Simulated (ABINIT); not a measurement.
# Quasiparticle gap of TiO2 (Rutile) in ABINIT, part 3 of 3

How does a plane-wave GW calculation on TiO2 (Rutile) run from the first input to the gap?

ABINIT 10.8.3; LDA and many-body steps on it, plane waves. Known limits of the many-body steps: not at the basis limit; coarse k mesh.

So far. Step 3 (Bands along the symmetry lines): The gap is 1.836 eV, as in the run before at this level. Step 4 (Empty states on the mesh, 4×4×4 mesh, 106 bands): On this mesh the gap is 1.836 eV.

### Step 5. Screening, 4×4×4 mesh, 98 bands, screening to 130.6 eV

The RPA dielectric matrix is built and inverted for each q.

This step: RPA screening on LDA, plane waves, norm-conserving pseudopotentials.

File run.abi:

```
acell 3*1.0 Angstrom
rprim 
  4.592200000000 0.000000000000 0.000000000000
  0.000000000000 4.592200000000 0.000000000000
  0.000000000000 0.000000000000 2.957400000000
ntypat 2
znucl 22 8
natom 6
typat 1 1 2 2 2 2
xred 
  0.000000000000 0.000000000000 0.000000000000
  0.500000000000 0.500000000000 0.500000000000
  0.304960000000 0.304960000000 0.000000000000
  0.195040000000 0.804960000000 0.500000000000
  0.695040000000 0.695040000000 0.000000000000
  0.804960000000 0.195040000000 0.500000000000
pp_dirpath "pseudos"
pseudos "Ti.upf, O.upf"
ecut 38
ngkpt 4 4 4
nshiftk 1
shiftk 0 0 0
kptopt 1
chksymbreak 0
istwfk *1
occopt 1
irdwfk 1
optdriver 3
nband 98
ecuteps 4.8
inclvkb 2
awtr 1
symchi 1
indata_prefix "in"
outdata_prefix "out"
tmpdata_prefix "tmp"
```

The run is started by

```sh
$ OMP_NUM_THREADS=1 mpirun -n 4 abinit run.abi > log
```

Numbers of over 12 decimals in the logs are rounded to 6 here.

The program printed:

```text
.Version 10.8.3 of ABINIT. v10.8.2 released Aug 2026.

 Symmetries : space group P4_2/m n m (#136); Bravais tP (primitive tetrag.)
[... echo of the input left out ...]
== DATASET  1 ==================================================================
-   mpi_nproc: 4, omp_nthreads: 1 (-1 if OMP is not activated)

--- !DatasetInfo
iteration_state: {dtset: 1, }
dimensions: {natom: 6, nkpt: 18, mband: 98, nsppol: 1, nspinor: 1, nspden: 1, mpw: 4748, }
cutoff_energies: {ecut:  38.0, pawecutdg:  -1.0, }
electrons: {nelect:   4.80000000E+01, charge:   0.00000000E+00, occopt:   1.00000000E+00, tsmear:   1.00000000E-02, }

 SCREENING: Calculation of the susceptibility and dielectric matrices

 Based on a program developped by R.W. Godby, V. Olevano, G. Onida, and L. Reining.
 Incorporated in ABINIT by V. Olevano, G.-M. Rignanese, and M. Torrent.
.Using double precision arithmetic ; gwpc =  8

[... cell and pseudopotentials left out ...]
--------------------------------------------------------------------------------

 ==== K-mesh for the wavefunctions ====
 Number of points in the irreducible wedge :    18
[... list of points left out ...]
 Together with 16 symmetry operations and time-reversal symmetry
 yields    64 points in the full Brillouin Zone.

 ==== Q-mesh for the screening function ====
 Number of points in the irreducible wedge :    18
[... list of points left out ...]
 Together with 16 symmetry operations and time-reversal symmetry
 yields    64 points in the full Brillouin Zone.

 setmesh: FFT mesh size selected  =    36x   36x   24
          total number of points  =        31104

 vcoul_init : cutoff-mode = AUXILIARY_FUNCTION
 q-points for optical limit:   1
     1)      0.000010    0.000020    0.000030

- screening: taking advantage of time-reversal symmetry
- Maximum band index for partially occupied states nbvw = 24
- Remaining bands to be divided among processors   nbcw = 74
- Number of bands treated by each node ~18

 Number of electrons calculated from density =   48.0000; Expected =   48.0000
 average of density, n =  0.114049
 r_s =    1.2792
 omega_plasma =   32.5763 [eV]

 calculating chi0 at frequencies [eV] :
  1    0.000000E+00    0.000000E+00
  2    0.000000E+00    3.257632E+01

--------------------------------------------------------------------------------
  q-point number  1        q = ( 0.000000, 0.000000, 0.000000) [r.l.u.]
--------------------------------------------------------------------------------
[... chi0 elements left out ...]
 For q-point:  0.000010 0.000020 0.000030
  dielectric constant =   8.9259
  dielectric constant without local fields =   9.3310

  Average fulfillment of the sum rule on Im[epsilon] for q-point    1 :     51.52  [%]
[... wings left out ...]
  q-point number  2        q = ( 0.250000, 0.000000, 0.000000) [r.l.u.]
--------------------------------------------------------------------------------
[... chi0 elements left out ...]
  Average fulfillment of the sum rule on Im[epsilon] for q-point    2 :     65.44  [%]

 [... 16 further q-points ...]
```

The job ended after 2.6 min (4 MPI ranks of Arm Neoverse V2, shared host; peak memory 2.1 GiB; 11 min of CPU time).

Numbers from this step:

```yaml
eps_infinity_with_local_fields_on_this_mesh_along_the_program_s_q_direction: 8.926
the_same_without_local_fields: 9.331
plasma_frequency: 32.58 eV
plane_waves_in_the_screening_matrix: 201
```

Local fields lower ε∞ by 4 %. On a Γ-centred mesh this coarse the value itself is usually too large, while a short band sum pulls it down.

### Step 6. Self-energy, 4×4×4 mesh, 98 bands, screening to 130.6 eV

The self-energy is evaluated for the states that the input lists, and the levels follow from it, in one-shot runs by the linearised quasiparticle equation.

This step: G0W0 on LDA, plane waves, norm-conserving pseudopotentials.

Changes to run.abi since step 5:

```diff
@@ -27,8 +27,15 @@
 irdwfk 1
-optdriver 3
+optdriver 4
 nband 98
+gwcalctyp 0
+ecutsigx 38
+symsigma 1
+nkptgw 1
+kptgw 
+  0.0000000000 0.0000000000 0.0000000000
+bdgw 
+  22 26
 ecuteps 4.8
-inclvkb 2
-awtr 1
-symchi 1
+irdscr 1
+ppmodel 1
 indata_prefix "in"
```

The program printed:

```text
.Version 10.8.3 of ABINIT. v10.8.2 released Aug 2026.

 Symmetries : space group P4_2/m n m (#136); Bravais tP (primitive tetrag.)
[... echo of the input left out ...]
== DATASET  1 ==================================================================
-   mpi_nproc: 4, omp_nthreads: 1 (-1 if OMP is not activated)

--- !DatasetInfo
iteration_state: {dtset: 1, }
dimensions: {natom: 6, nkpt: 18, mband: 98, nsppol: 1, nspinor: 1, nspden: 1, mpw: 4748, }
cutoff_energies: {ecut:  38.0, pawecutdg:  -1.0, }
electrons: {nelect:   4.80000000E+01, charge:   0.00000000E+00, occopt:   1.00000000E+00, tsmear:   1.00000000E-02, }

 SIGMA: Calculation of the GW corrections

 Based on a program developped by R.W. Godby, V. Olevano, G. Onida, and L. Reining.
 Incorporated in ABINIT by V. Olevano, G.-M. Rignanese, and M. Torrent.
.Using double precision arithmetic ; gwpc =  8

[... cell and pseudopotentials left out ...]
--------------------------------------------------------------------------------

 ==== K-mesh for the wavefunctions ====
 Number of points in the irreducible wedge :    18
[... list of points left out ...]
 Together with 16 symmetry operations and time-reversal symmetry
 yields    64 points in the full Brillouin Zone.

 ==== Q-mesh for screening function ====
 Number of points in the irreducible wedge :    18
[... list of points left out ...]
 Together with 16 symmetry operations and time-reversal symmetry
 yields    64 points in the full Brillouin Zone.

 vcoul_init : cutoff-mode = AUXILIARY_FUNCTION
 q-points for optical limit:   1
     1)      0.000010    0.000020    0.000030
 setmesh: FFT mesh size selected  =    50x   50x   32
          total number of points  =        80000

 Number of electrons calculated from density =   48.0000; Expected =   48.0000
 average of density, n =  0.114049
 r_s =    1.2792
 omega_plasma =   32.5763 [eV]

 === KS Band Gaps ===
  >>>> For spin  1
   Minimum direct gap =   1.8359 [eV], located at k-point      :   0.0000  0.0000  0.0000
   Fundamental gap    =   1.8359 [eV], Top of valence bands at :   0.0000  0.0000  0.0000
                                       Bottom of conduction at :   0.0000  0.0000  0.0000
 SIGMA fundamental parameters:
 PLASMON POLE MODEL  1
 number of plane-waves for SigmaX                 4679
 number of plane-waves for SigmaC and W            201
 number of plane-waves for wavefunctions          4679
 number of bands                                    98
 number of independent spin polarizations            1
 number of spinorial components                      1
 number of k-points in IBZ                          18
 number of q-points in IBZ                          18
 number of symmetry operations                      16
 number of k-points in BZ                           64
 number of q-points in BZ                           64
 number of frequencies for dSigma/dE                 9
 frequency step for dSigma/dE [eV]                0.25
 number of omega for Sigma on real axis              0
 max omega for Sigma on real axis  [eV]           0.00
 zcut for avoiding poles [eV]                     0.10

 EPSILON^-1 parameters (SCR file):
 dimension of the eps^-1 matrix on file            201
 dimension of the eps^-1 matrix used               201
 number of plane-waves for wavefunctions          4679
 number of bands                                    98
 number of q-points in IBZ                          18
 number of frequencies                               2
 number of real frequencies                          1
 number of imag frequencies                          1

 matrix elements of self-energy operator (all in [eV])

 Perturbative Calculation

--- !SelfEnergy_ee
iteration_state: {dtset: 1, }
kpoint     : [   0.000,    0.000,    0.000, ]
spin       : 1
KS_gap     :    1.836
QP_gap     :    3.438
Delta_QP_KS:    1.602
data: !SigmaeeData |
     Band     E0 <VxcDFT>   SigX SigC(E0)      Z dSigC/dE  Sig(E)    E-E0       E
       22   4.794 -20.412 -25.069   4.884   0.770  -0.299 -20.237   0.174   4.968
       23   4.794 -20.412 -25.069   4.884   0.770  -0.299 -20.237   0.174   4.968
       24   5.252 -20.169 -24.942   5.045   0.764  -0.310 -19.961   0.208   5.459
       25   7.087 -20.077 -12.040  -5.717   0.780  -0.281 -18.266   1.810   8.898
       26   7.371 -19.692 -12.025  -5.451   0.782  -0.279 -17.960   1.732   9.103

== END DATASET(S) ==============================================================
================================================================================

 -outvars: echo values of variables after computation  --------
           etotal      0.0000000000E+00
            nband          98
             nkpt          18
          spgroup         136
 [... the other variables as echoed above ...]

 Calculation completed.
```

The job ended after 6.7 s (4 MPI ranks; peak memory 1.4 GiB; 26 s of CPU time).

This step gave:

```
G0W0 gap on the points computed              : 3.439 eV
starting gap on the mesh                     : 1.836 eV
k of the valence top                         : 0, 0, 0
k of the conduction bottom                   : 0, 0, 0
Z at the valence top                         : 0.764
Z at the conduction bottom                   : 0.78
least direct G0W0 gap on the computed points : 3.439 eV
```

The gap on the mesh goes from 1.84 eV to 3.44 eV, a correction of +1.60 eV.

Limits: finite bands, cutoff and mesh; coarse k mesh. v1 is the top filled band, c1 the lowest empty one. Levels before and after the correction, in eV, zero at the valence-band top of each column:

|  | conduction bottom | valence top |
| --- | --- | --- |
| Kohn-Sham | 1.84 | 0.00 |
| G0W0 | 3.44 | 0.00 |

|  | level | energy (eV) |
| --- | --- | --- |
| Kohn-Sham | Γ v3-v2 | -0.458 |
| Kohn-Sham | Γ v1 | 0.000 |
| Kohn-Sham | Γ c1 | 1.836 |
| Kohn-Sham | Γ c2 | 2.119 |
| G0W0 | Γ v3-v2 | -0.491 |
| G0W0 | Γ v1 | 0.000 |
| G0W0 | Γ c1 | 3.439 |
| G0W0 | Γ c2 | 3.644 |

### Step 7. Where the time went

Times are wall times on 4 MPI ranks of Arm Neoverse V2, shared host, good to a factor of about two.

| step | time | share | memory (GiB) |
| --- | --- | --- | --- |
| ground state | 60 s | 17 % | 0.36 |
| bands along the symmetry lines | 76 s | 21 % | 0.42 |
| empty states on the mesh | 60 s | 17 % | 0.41 |
| screening | 2.6 min | 44 % | 2.1 |
| self-energy | 6.7 s | 2 % | 1.4 |

### Step 8. What came out

```yaml
lda_gap: 1.84 eV, direct
g0w0_gap_on_the_mesh: 3.44 eV
gw_settings: 4×4×4 mesh, 98 bands, screening to 130.6 eV, Godby-Needs plasmon pole
known_limits: not at the basis limit; coarse k mesh
```

**Reading.** G0W0 moves the gap on the mesh from 1.84 eV to 3.44 eV (+1.60 eV), with Z of 0.76 and 0.78 at the edges. Local fields lower the RPA ε∞ on this mesh from 9.33 to 8.93; a Γ-centred mesh this coarse tends to raise both, most where the direct gap is narrow, while a short band sum lowers them. Only 1 of the mesh's irreducible points was corrected, so a valley elsewhere could overtake. The dearest step here is «screening». Against experiment, by G0W0@LDA: the gap of 3.44 eV lies +0.41 eV from the measured 3.03 eV (kind not stated, quoted 2016); the gap of 3.44 eV lies +0.35 eV from the measured 3.09 ± 0.06 eV (indirect, on SiO2 (quartz particles), 2024); the gap of 3.44 eV lies +0.16 eV from the measured 3.28 eV (optical, 2023); the gap of 3.44 eV lies +0.39 eV from the measured 3.05 eV (kind not stated, quoted 2021). An exciton line or allowed optical edge lies below the quasiparticle gap by the binding energy; a forbidden edge can push the onset above it. The calculation has static nuclei and no excitons; a measured gap holds zero-point and thermal motion, which mostly lowers it. Bands and cutoff are finite, so the gap is not at the basis limit. The miss can reach some tenths of an eV and take either sign; the mesh is an error of its own. In the G0W0 run levels were corrected at 1 k point alone, so a gap called «on the mesh» is the least over those, and an edge elsewhere would be missed. The 4×4×4 mesh is coarse for this cell, which bears on the long-range parts of exchange and screening.

[Paths, hosts, dates, memory and timing lines, banners, echoed tables and standing remarks are left out of the program output.]

[Logs are printed without paths, hosts, clocks, repeated set-up lines and the standing remarks that a program may print on its own settings, such as how far it seeks lower states.]

[Runs of the session that timed out or met a known fault of the program may be left out.]

[Hosts, paths, dates, database ids (printed as entryN), source tags and the programs' standing remarks are cut or masked in the printed files.]

[G0W0 gaps are taken among the corrected bands and points alone; a level outside them can change the order at an edge.]

[Where Ansatz stands beside ABINIT at settings called matched, ABINIT's density can come from a denser mesh and the files from another edition; pairs whose starting gaps differed by over 0.03 eV were left out, so agreement reads better than it is.]
